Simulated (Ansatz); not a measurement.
# Lattice dynamics of TlH3 (model cell, started as ReO3 type)

Task: relax TlH3 (model cell, started as ReO3 type), then find its harmonic phonons.

Calculated with Ansatz 0.2.0; DFT PBEsol, scalar-relativistic, plane waves, PAW.

The structure was built from a prototype and need not be the compound's stable phase.

### Step 1. Set-up

The structure is cubic, space group Pm-3m (No. 221). Conventional cell: a = 4.433 Å, b = 4.433 Å, c = 4.433 Å, α = 90.00°, β = 90.00°, γ = 90.00°. Tl has 6 H at 2.22 Å nearest. Nearest to H lie 2 Tl at 2.22 Å. Farther neighbours are not listed.

### Step 2. Bringing the structure to rest, k-mesh 10×10×10

Harmonic phonons are second derivatives at a point where the forces vanish, and they are wanted at zero stress, so atoms and cell are relaxed first.

Contents of input.yaml:

```yaml
crystal:
  lattice:
    - [4.4329, 0.0, 0.0]
    - [0.0, 4.4329, 0.0]
    - [0.0, 0.0, 4.4329]
  atoms:
    - { symbol: Tl, position: [0.0, 0.0, 0.0] }
    - { symbol: H, position: [0.5, 0.0, 0.0] }
    - { symbol: H, position: [0.0, 0.5, 0.0] }
    - { symbol: H, position: [0.0, 0.0, 0.5] }
kpoints:
  mp_grid: { grid: [10, 10, 10] }
hamiltonian:
  xc: pbesol
scf:
  occupations: { method: gaussian, width: 0.1 }
output:
  forces: true
  stress: true
  eigenvalues: true
relax:
  adjacent_minimum: "off"
  f_tol: 0.005
  max_steps: 80
  cell: { stress_tol: 0.05 }
```

The run is started by

```
$ ansatz run input.yaml --threads 4 --pin off --max-ram 7168MiB --backend cpu --events-out ev --progress --plain --runs-dir out
```

Numbers of over 12 decimals in the logs are rounded to 6 here.

What it wrote:

```text
Engine: ansatz 0.2.0, x86_64-unknown-linux-gnu
Pseudopotentials: kind: paw
Pseudopotential: Tl, paw, valence charge 13, recommended cutoff 420 eV (normal), Tl.paw.azcp
Pseudopotential: H, paw, valence charge 1, recommended cutoff 420 eV (normal), H.paw.azcp
Functional definition: PBEsol
  exchange = pbesol_x
  correlation = pbesol_c
Crystal: 4 atoms, lattice volume = 87.109 Å³
Basis set: ecut = 420 eV, 1743 PW (Γ), exchange–correlation on 60×60×60 points (8 copies of the dense FFT grid, shifted against one another)
Bands: 12, of which v1, the nominal top of the filled ones, is band 8 counted from 1 (7 counted from 0)
Symmetry: 48 space group operations
Space group: Pm-3m (ITA 221), of the structure as read, at distance tolerance 4.4e-5 Å
k-points: 56 of 1000
Non-local potential: Tl, projectors of the file, l = 0: 2, l = 1: 2, l = 2: 2, l = 3: 1
Non-local potential: H, projectors of the file, l = 0: 2, l = 1: 1
PAW form: soft (Blöchl's): semilocal exchange-correlation on the pseudo side does not see the compensation charge
PAW frozen core: Tl, regenerated for the run's functional, and the local potential with it (the file was generated under x = pbe(κ = 0.804, μ = 0.219515), c = pbe(β = 0.066725))
PAW one-centre angular grid: Tl, 590 points (default); XC on 64 Gauss nodes
PAW one-centre angular grid: H, 110 points (default); XC on 64 Gauss nodes
Initial density: superposition of atomic densities (neutral atoms: chi_scale 0, normalization atom), corrected by the library's trained network
Initial wavefunctions: pseudopotential atomic-orbital guess
Functional: x = pbesol(κ = 0.804, μ = 0.123457), c = pbesol(β = 0.046)
SCF iter   1: F=—  HF=-11339.564685 eV  |F-HF|=—  |Δ(HF+E_count)|=         —  Δρ=5.22e-3  dr2=2.03e-2  ethr=1.77e-3  ⟨swp⟩=6.0  Hψ=4092  notcnv=0
preconditioner: auto → LDOS  [insulator: Δε(μ)=0.119 eV  Ē_g=12.699 eV  σ=0.100 eV  W_gap=0.59  n_scr=18 (ndim 8)  ℏωp=15.9 eV  f_vac=0.255  D(μ)=0.98/eV (n_scr^D=6)  ε∞_Penn≈2.6  β→1.0]
SCF iter   2: F=—  HF=-11339.563188 eV  |F-HF|=—  |Δ(HF+E_count)|=   1.50e-3  Δρ=1.57e-3  dr2=1.41e-3  ethr=1.27e-4  ⟨swp⟩=2.3  Hψ=1393  notcnv=0
preconditioner: auto → Resta (q_TF=auto, 2.057 Å⁻¹)  ε∞=2.6  [insulator: Δε(μ)=0.118 eV  Ē_g=12.660 eV  σ=0.100 eV  W_gap=0.59  n_scr=18 (ndim 8)  ℏωp=15.9 eV  f_vac=0.252  D(μ)=0.91/eV (n_scr^D=0)  ε∞_Penn≈2.6  β→0.5]
SCF iter   3: F=—  HF=-11339.563222 eV  |F-HF|=—  |Δ(HF+E_count)|=   3.41e-5  Δρ=3.18e-4  dr2=5.38e-5  ethr=8.84e-6  ⟨swp⟩=2.9  Hψ=1129  notcnv=0
SCF iter   4: F=—  HF=-11339.563345 eV  |F-HF|=—  |Δ(HF+E_count)|=   1.23e-4  Δρ=1.08e-4  dr2=6.39e-6  ethr=3.36e-7  ⟨swp⟩=2.2  Hψ=1041  notcnv=0
SCF iter   5: F=—  HF=-11339.563354 eV  |F-HF|=—  |Δ(HF+E_count)|=   8.42e-6  Δρ=1.24e-5  dr2=2.01e-7  ethr=3.99e-8  ⟨swp⟩=2.1  Hψ=1088  notcnv=0
SCF iter   6: F=-11339.563354 eV  HF=-11339.563354 eV  |F-HF|=1.75e-8  |Δ(HF+E_count)|=   8.16e-7  Δρ=1.70e-6  dr2=2.76e-9  ethr=6.25e-10  ⟨swp⟩=6.2  Hψ=3175  notcnv=0
SCF 1 converged in 6 iterations: F = -11339.563354 eV  dr2 = 2.76e-9
  greatest PAW one-centre occupation: 0.964 electrons in one spin orbital (limit 2), on the Tl atom at site 0 (counted from 0), in its partial waves of l = 2
relax step   1: F+E_penalty+E_count = -11339.56335441 eV  Δ(F+E_penalty+E_count) = +0.000e0 eV  max|allowed force component| = 3.454e-30 eV/Å  Δτ_max = 0.0000 Å  P = -7.476 GPa  Ω = 87.109 Å³  (6 SCF iters, dr2 threshold 1.00e-7 eV, accepted)
Crystal: 4 atoms, lattice volume = 74.980 Å³
Basis set: ecut = 420 eV, 1419 PW (Γ), exchange–correlation on 60×60×60 points (8 copies of the dense FFT grid, shifted against one another)
Initial density: handed on by an earlier stage of this run
Initial wavefunctions: those handed on with the density
iter 1 solved again at ethr=2.48e-4 eV; its pass at ethr=3.10e-3 eV (dr2=3.96e-2 eV) is discarded
SCF iter   1: F=—  HF=-11340.110543 eV  |F-HF|=—  |Δ(HF+E_count)|=         —  Δρ=6.82e-3  dr2=3.93e-2  ethr=2.48e-4  ⟨swp⟩=1.0  Hψ=4881  notcnv=0
preconditioner: auto → Resta (q_TF=auto, 2.109 Å⁻¹)  ε∞=2.7  [insulator: Δε(μ)=0.137 eV  Ē_g=13.052 eV  σ=0.100 eV  W_gap=0.67  n_scr=18 (ndim 8)  ℏωp=17.2 eV  f_vac=0.193  D(μ)=0.56/eV (n_scr^D=0)  ε∞_Penn≈2.7]
SCF iter   2: F=—  HF=-11340.100753 eV  |F-HF|=—  |Δ(HF+E_count)|=   9.79e-3  Δρ=2.81e-3  dr2=7.40e-3  ethr=2.45e-4  ⟨swp⟩=1.4  Hψ=745  notcnv=0
SCF iter   3: F=—  HF=-11340.100525 eV  |F-HF|=—  |Δ(HF+E_count)|=   2.28e-4  Δρ=4.96e-4  dr2=4.66e-4  ethr=4.63e-5  ⟨swp⟩=2.0  Hψ=781  notcnv=0
SCF iter   4: F=—  HF=-11340.101204 eV  |F-HF|=—  |Δ(HF+E_count)|=   6.79e-4  Δρ=1.53e-4  dr2=5.39e-5  ethr=2.91e-6  ⟨swp⟩=2.0  Hψ=841  notcnv=0
SCF iter   5: F=—  HF=-11340.101355 eV  |F-HF|=—  |Δ(HF+E_count)|=   1.51e-4  Δρ=2.77e-5  dr2=5.84e-7  ethr=3.37e-7  ⟨swp⟩=2.0  Hψ=837  notcnv=0
SCF iter   6: F=-11340.101360 eV  HF=-11340.101360 eV  |F-HF|=1.14e-7  |Δ(HF+E_count)|=   5.23e-6  Δρ=3.59e-6  dr2=1.21e-8  ethr=2.50e-9  ⟨swp⟩=7.8  Hψ=3425  notcnv=0
SCF 2 converged in 6 iterations: F = -11340.101360 eV  dr2 = 1.21e-8
  greatest PAW one-centre occupation: 0.963 electrons in one spin orbital (limit 2), on the Tl atom at site 0 (counted from 0), in its partial waves of l = 2
relax step   2: F+E_penalty+E_count = -11340.10135989 eV  Δ(F+E_penalty+E_count) = -5.380e-1 eV  max|allowed force component| = 7.550e-31 eV/Å  Δτ_max = 0.0000 Å  P = -6.322 GPa  Ω = 74.980 Å³  energy of the carried Pulay correction = +5.014e-3 eV  (6 SCF iters, dr2 threshold 4.00e-7 eV, accepted)
Crystal: 4 atoms, lattice volume = 64.033 Å³
Basis set: ecut = 420 eV, 1237 PW (Γ), exchange–correlation on 60×60×60 points (8 copies of the dense FFT grid, shifted against one another)
iter 1 solved again at ethr=3.13e-4 eV; its pass at ethr=3.10e-3 eV (dr2=5.00e-2 eV) is discarded
SCF iter   1: F=—  HF=-11340.454248 eV  |F-HF|=—  |Δ(HF+E_count)|=         —  Δρ=8.65e-3  dr2=4.99e-2  ethr=3.13e-4  ⟨swp⟩=1.0  Hψ=4981  notcnv=0
preconditioner: auto → none  [insulator: Δε(μ)=0.153 eV  Ē_g=13.647 eV  σ=0.100 eV  W_gap=0.72  n_scr=6 (ndim 8)  ℏωp=18.6 eV  f_vac=0.149  D(μ)=0.39/eV (n_scr^D=0)  ε∞_Penn≈2.8]
SCF iter   2: F=—  HF=-11340.441665 eV  |F-HF|=—  |Δ(HF+E_count)|=   1.26e-2  Δρ=2.51e-3  dr2=4.55e-3  ethr=3.12e-4  ⟨swp⟩=2.4  Hψ=1049  notcnv=0
SCF iter   3: F=—  HF=-11340.441748 eV  |F-HF|=—  |Δ(HF+E_count)|=   8.38e-5  Δρ=5.46e-4  dr2=2.63e-4  ethr=2.84e-5  ⟨swp⟩=2.7  Hψ=1258  notcnv=0  defer=1
SCF iter   4: F=—  HF=-11340.441876 eV  |F-HF|=—  |Δ(HF+E_count)|=   1.28e-4  Δρ=1.60e-4  dr2=1.67e-5  ethr=1.65e-6  ⟨swp⟩=2.9  Hψ=1077  notcnv=0  defer=1
SCF iter   5: F=-11340.441909 eV  HF=-11340.441909 eV  |F-HF|=7.19e-8  |Δ(HF+E_count)|=   3.22e-5  Δρ=7.57e-6  dr2=3.13e-8  ethr=2.50e-9  ⟨swp⟩=6.2  Hψ=3849  notcnv=0
SCF 3 converged in 5 iterations: F = -11340.441909 eV  dr2 = 3.13e-8
  greatest PAW one-centre occupation: 0.962 electrons in one spin orbital (limit 2), on the Tl atom at site 0 (counted from 0), in its partial waves of l = 2
relax step   3: F+E_penalty+E_count = -11340.44190859 eV  Δ(F+E_penalty+E_count) = -3.405e-1 eV  max|allowed force component| = 1.569e-31 eV/Å  Δτ_max = 0.0000 Å  P = -2.933 GPa  Ω = 64.033 Å³  energy of the carried Pulay correction = +1.023e-2 eV  (5 SCF iters, dr2 threshold 4.00e-7 eV, accepted)
[...]
relax step   4: F+E_penalty+E_count = -11340.49014539 eV  Δ(F+E_penalty+E_count) = -4.824e-2 eV  max|allowed force component| = 3.289e-31 eV/Å  Δτ_max = 0.0000 Å  P = -0.522 GPa  Ω = 59.932 Å³  energy of the carried Pulay correction = +1.239e-2 eV  (5 SCF iters, dr2 threshold 4.00e-7 eV, accepted)
[...]
relax step   5: F+E_penalty+E_count = -11340.49171568 eV  Δ(F+E_penalty+E_count) = -1.570e-3 eV  max|allowed force component| = 9.893e-32 eV/Å  Δτ_max = 0.0000 Å  P = -0.012 GPa  Ω = 59.228 Å³  energy of the carried Pulay correction = +1.277e-2 eV  (4 SCF iters, dr2 threshold 4.00e-7 eV, accepted)
[...]
relax step   6: F+E_penalty+E_count = -11340.48496429 eV  Δ(F+E_penalty+E_count) = +6.751e-3 eV  max|allowed force component| = 1.828e-31 eV/Å  Δτ_max = 0.0000 Å  P = -0.080 GPa  Ω = 59.228 Å³  stress off target by 8.00e-2 GPa  SCF on the basis re-selected at this cell (its energy is not comparable with the rows above)  (5 SCF iters)
[...]
relax step   7: F+E_penalty+E_count = -11340.48507515 eV  Δ(F+E_penalty+E_count) = -1.109e-4 eV  max|allowed force component| = 4.453e-31 eV/Å  Δτ_max = 0.0000 Å  P = -0.001 GPa  Ω = 59.123 Å³  energy of the carried Pulay correction = +8.424e-5 eV  (4 SCF iters, dr2 threshold 1.60e-8 eV, accepted)
iter 1 solved again at ethr=1.07e-7 eV; its pass at ethr=3.10e-3 eV (dr2=1.71e-5 eV) is discarded
SCF iter   1: F=—  HF=-11340.484943 eV  |F-HF|=—  |Δ(HF+E_count)|=         —  Δρ=6.75e-6  dr2=6.03e-9  ethr=1.07e-7  ⟨swp⟩=3.5  Hψ=6099  notcnv=0
eigensolver tolerance schedule: the retry pair's looser diagonalisation over-reported the residual by 2832.82 of it (diagonalisation noise at 0.11 of the residual, at the tolerance the schedule requests for it); recorded, not acted on — ethr = c·dr2/N_el stays at c = 1.0e-1
preconditioner: auto → none  [insulator: Δε(μ)=0.155 eV  Ē_g=14.101 eV  σ=0.100 eV  W_gap=0.73  n_scr=6 (ndim 8)  ℏωp=19.3 eV  f_vac=0.167  D(μ)=0.34/eV (n_scr^D=0)  ε∞_Penn≈2.9]
SCF iter   2: F=—  HF=-11340.484969 eV  |F-HF|=—  |Δ(HF+E_count)|=   2.52e-5  Δρ=3.36e-6  dr2=1.64e-9  ethr=3.77e-11  ⟨swp⟩=2.8  Hψ=1233  notcnv=0
SCF iter   3: F=-11340.484969 eV  HF=-11340.484969 eV  |F-HF|=2.73e-11  |Δ(HF+E_count)|=   5.23e-9  Δρ=3.55e-7  dr2=3.40e-11  ethr=1.00e-12  ⟨swp⟩=4.8  Hψ=3254  notcnv=0
SCF 8 converged in 3 iterations: F = -11340.484969 eV  dr2 = 3.40e-11
relax step   8: F+E_penalty+E_count = -11340.48496858 eV  Δ(F+E_penalty+E_count) = +1.066e-4 eV  max|allowed force component| = 3.929e-31 eV/Å  Δτ_max = 0.0000 Å  P = -0.001 GPa  Ω = 59.123 Å³  stress off target by 1.27e-3 GPa  SCF on the basis re-selected at this cell (its energy is not comparable with the rows above)  (3 SCF iters)
basis re-selected at this cell: Δ(F+E_penalty+E_count) = +1.066e-4 eV, ΔP = -0.001 GPa vs the last step (what re-selecting the basis moved, of the pressure what is left beyond the Pulay correction that the steps carried, after the strain that the cell walked since its last selection, with what the two solves' SCF thresholds leave and, on support functions, any second-order correction that the steps lacked; it is no m [...]
SCF converged after 3 iterations
Free energy (F): -11340.484969 eV
Harris-Foulkes:  -11340.484969 eV  (|F-HF|=2.73e-11)
Internal energy: -11340.483279 eV  (E = F + TS)
E sigma→0 (E₀):  -11340.484124 eV
Entropy (-TS):   -0.001690 eV (-0.422 meV/atom)
Fermi energy:    3.515808 eV
--- Per-component energies (eV) ---
  E_band       = -87.879001
  E_kinetic    = 374.420571
  E_local      = -1350.375257  (includes V_loc(G=0)·N_el)
  E_nonlocal   = 322.704575
  E_hartree    = 510.237313
  E_xc         = -252.417687
  E_vxc        = -173.417981  (∫ρ·V_xc dr)
  E_paw        = -10022.873778  (= ΣΔE_a)
  E_vpaw       = -281.682278  (= ΣTr[D̂ρ^β])
  E_aug_tail   = -0.003244  (compensation charges beyond the density's cutoff)
  E_ewald      = -922.214036
  E_core_change = 0.038265  (= ΣΔE_core)
  E_smearing   = -0.001690  (= −TS)
  E_closure    = -0.000000  (closes the sum)
  Σ components = -11340.484969   (vs F -11340.484969, Δ=0.00e0)
--- Forces (eV/Å), atoms counted from 1 ---
  atom   1  Tl     0.00000000    -0.00000000    -0.00000000
  atom   2  H     -0.00000000     0.00000000     0.00000000
  atom   3  H      0.00000000     0.00000000    -0.00000000
  atom   4  H      0.00000000    -0.00000000    -0.00000000
  max |Σ_I F_I| component: 2.83e-31 eV/Å
--- Stress (GPa, compression-positive) ---
       -0.001267      -0.000000       0.000000
       -0.000000      -0.001267      -0.000000
        0.000000      -0.000000      -0.001267
  P = ⅓ Tr σ = -0.0013 GPa (-0.013 kbar)
--- Band table (eV; the first three rows and the last of 56) ---
  k-point 0: bands = [... 4 lower, -7.8472, -6.3575, 4.1640, 4.1640, 6.9590, 6.9590, 6.9590, 9.5244]
  k-point 1: bands = [... 4 lower, -7.8468, -6.2749, 3.3305, 4.1840, 7.0447, 7.0447, 7.2667, 10.2118]
  k-point 2: bands = [... 4 lower, -7.8456, -6.0206, 1.7929, 4.2377, 7.2838, 7.2838, 7.6487, 11.8243]
  k-point 55: bands = [... 4 lower, -7.9592, -1.0497, -0.6858, -0.6858, -0.6858, 9.0385, 9.0385, 9.0385]
--- Relaxed structure (6 steps of the walk, 6 accepted, 2 SCFs on fresh bases) ---
  F+E_penalty+E_count = -11340.48496858 eV   max|allowed force component| = 3.929e-31 eV/Å   (the final SCF, on the basis selected at the relaxed cell)
  cell:  # Å, volume = 59.1226 Å³
    - [3.895691, 0, 0]
    - [0, 3.895691, 0.0]
    - [0, 0.0, 3.895691]
  atoms:
    - { symbol: Tl, position: [0, 0, 0] }
    - { symbol: H, position: [0.500000, 0, 0] }
    - { symbol: H, position: [0, 0.500000, 0] }
    - { symbol: H, position: [0, 0, 0.500000] }
```

Elapsed: 3.4 s, on 4 threads of Intel Xeon 6975P-C (Granite Rapids), shared host; peak memory 0.46 GiB.

Relaxation path:

| step | energy less that of the first step (eV) | largest force component (eV/Å) | pressure (GPa) | volume (Å³) |
| --- | --- | --- | --- | --- |
| 1 | 0.0000 | 0.0000 | -7.48 | 87.11 |
| 2 | -0.5380 | 0.0000 | -6.32 | 74.98 |
| 3 | -0.8786 | 0.0000 | -2.93 | 64.03 |
| 4 | -0.9268 | 0.0000 | -0.52 | 59.93 |
| 5 | -0.9284 | 0.0000 | -0.01 | 59.23 |
| 6* | -0.9216 | 0.0000 | -0.08 | 59.23 |
| 7 | -0.9217 | 0.0000 | 0.00 | 59.12 |
| 8* | -0.9216 | 0.0000 | 0.00 | 59.12 |

Relaxation steps marked * repeat the geometry before them on a plane-wave basis chosen anew for their cell, so energy and pressure can jump there.

The run keeps the 48 symmetry operations that it works with, so distortions that break them were not tested.

| cell as run | before | after | change |
| --- | --- | --- | --- |
| a (Å) | 4.433 | 3.896 | -12.1 % |
| b (Å) | 4.433 | 3.896 | -12.1 % |
| c (Å) | 4.433 | 3.896 | -12.1 % |
| volume (Å³/atom) | 21.78 | 14.78 | -32.1 % |

The relaxed structure:

```xyz
4
Lattice="3.8957 0.0000 0.0000 0.0000 3.8957 0.0000 0.0000 0.0000 3.8957" Properties=species:S:1:pos:R:3 pbc="T T T"
Tl    0.0000    0.0000    0.0000
H     1.9478    0.0000    0.0000
H     0.0000    1.9478    0.0000
H     0.0000    0.0000    1.9478
```

Numbers from this step:

- pressure: -0.001267 GPa
- volume per atom: 14.78 Å³
- gap on the k-mesh: 0 eV

In this step the volume went from 21.78 to 14.78 Å³/atom.

### Step 3. Bringing the structure to rest, k-mesh 12×12×12

The relaxation is repeated from its end, on the mesh and smearing that suit the cell and gap now reached.

input.yaml, the sections that differ from step 2:

```yaml
crystal:
  lattice:
    - [3.8956913668, 0.0, 0.0]
    - [0.0, 3.8956913668, 0.0]
    - [0.0, 0.0, 3.8956913668]
  atoms:
    - { symbol: Tl, position: [0.0, 0.0, 0.0] }
    - { symbol: H, position: [0.5, 0.0, 0.0] }
    - { symbol: H, position: [0.0, 0.5, 0.0] }
    - { symbol: H, position: [0.0, 0.0, 0.5] }
kpoints:
  mp_grid: { grid: [12, 12, 12] }
# hamiltonian, scf, output, relax: as in step 2
```

What it wrote:

```text
[...]
Crystal: 4 atoms, lattice volume = 59.123 Å³
Basis set: ecut = 420 eV, 1189 PW (Γ), exchange–correlation on 54×54×54 points (8 copies of the dense FFT grid, shifted against one another)
Bands: 12, of which v1, the nominal top of the filled ones, is band 8 counted from 1 (7 counted from 0)
Symmetry: 48 space group operations
[...]
k-points: 84 of 1728
[...]
--- Relaxed structure (1 steps of the walk, 1 accepted, 1 SCFs on fresh bases) ---
[...]
cell:  # Å, volume = 59.1226 Å³
    - [3.8956913668, 0.0, 0.0]
    - [0.0, 3.8956913668, 0.0]
    - [0.0, 0.0, 3.8956913668]
  atoms:
    - { symbol: Tl, position: [0.0, 0.0, 0.0] }
    - { symbol: H, position: [0.5, 0.0, 0.0] }
    - { symbol: H, position: [0.0, 0.5, 0.0] }
    - { symbol: H, position: [0.0, 0.0, 0.5] }
[key lines of the parts left out:]
SCF converged after 4 iterations
Free energy (F): -11340.493614 eV
Fermi energy:    3.375739 eV
P = ⅓ Tr σ = -0.0033 GPa (-0.033 kbar)
```

The job ended after 1.1 s (4 threads; peak memory 0.44 GiB).

Little changed from the start: no atom moved by 0.005 Å and no cell edge by 0.1 %.

This step gave:

| Quantity | Value |
| --- | --- |
| pressure | -0.003317 GPa |

In this step the volume went from 14.78 to 14.78 Å³/atom.

### Step 4. Tight relaxation

Phonons need a cell at rest on their own settings, so the relaxation is repeated with tight tolerances on forces and stress on the k mesh and occupations of the first response run.

input.yaml, the sections that differ from step 3:

```yaml
scf:
  occupations: { method: methfessel_paxton, width: 0.2 }
relax:
  adjacent_minimum: "off"
  f_tol: 0.001
  max_steps: 60
  cell: { stress_tol: 0.01 }
# crystal, kpoints, hamiltonian, output: as in step 3
```

What it wrote:

```text
[...]
Crystal: 4 atoms, lattice volume = 59.123 Å³
Basis set: ecut = 420 eV, 1189 PW (Γ), exchange–correlation on 54×54×54 points (8 copies of the dense FFT grid, shifted against one another)
Bands: 12, of which v1, the nominal top of the filled ones, is band 8 counted from 1 (7 counted from 0)
Symmetry: 48 space group operations
[...]
k-points: 84 of 1728
[...]
--- Relaxed structure (1 steps of the walk, 1 accepted, 1 SCFs on fresh bases) ---
[...]
cell:  # Å, volume = 59.1226 Å³
    - [3.8956913668, 0.0, 0.0]
    - [0.0, 3.8956913668, 0.0]
    - [0.0, 0.0, 3.8956913668]
  atoms:
    - { symbol: Tl, position: [0.0, 0.0, 0.0] }
    - { symbol: H, position: [0.5, 0.0, 0.0] }
    - { symbol: H, position: [0.0, 0.5, 0.0] }
    - { symbol: H, position: [0.0, 0.0, 0.5] }
[key lines of the parts left out:]
SCF converged after 5 iterations
Free energy (F): -11340.492382 eV
Fermi energy:    3.367927 eV
P = ⅓ Tr σ = -0.0072 GPa (-0.072 kbar)
```

The job ended after 1.1 s (4 threads; peak memory 0.42 GiB).

Little changed from the start: no atom moved by 0.005 Å and no cell edge by 0.1 %.

This step gave:

* pressure: -0.007189 GPa

The forces vanish by symmetry and the pressure is -0.007 GPa, within the tolerances set. The cell now holds 14.78 Å³/atom.

(Part 1 of 2 ends here.)

[Logs are printed without paths, hosts, clocks, repeated set-up lines and the standing remarks that a program may print on its own settings, such as how far it seeks lower states.]

[Hosts, paths, dates, database ids (printed as entryN), source tags and the programs' standing remarks are cut or masked in the printed files.]
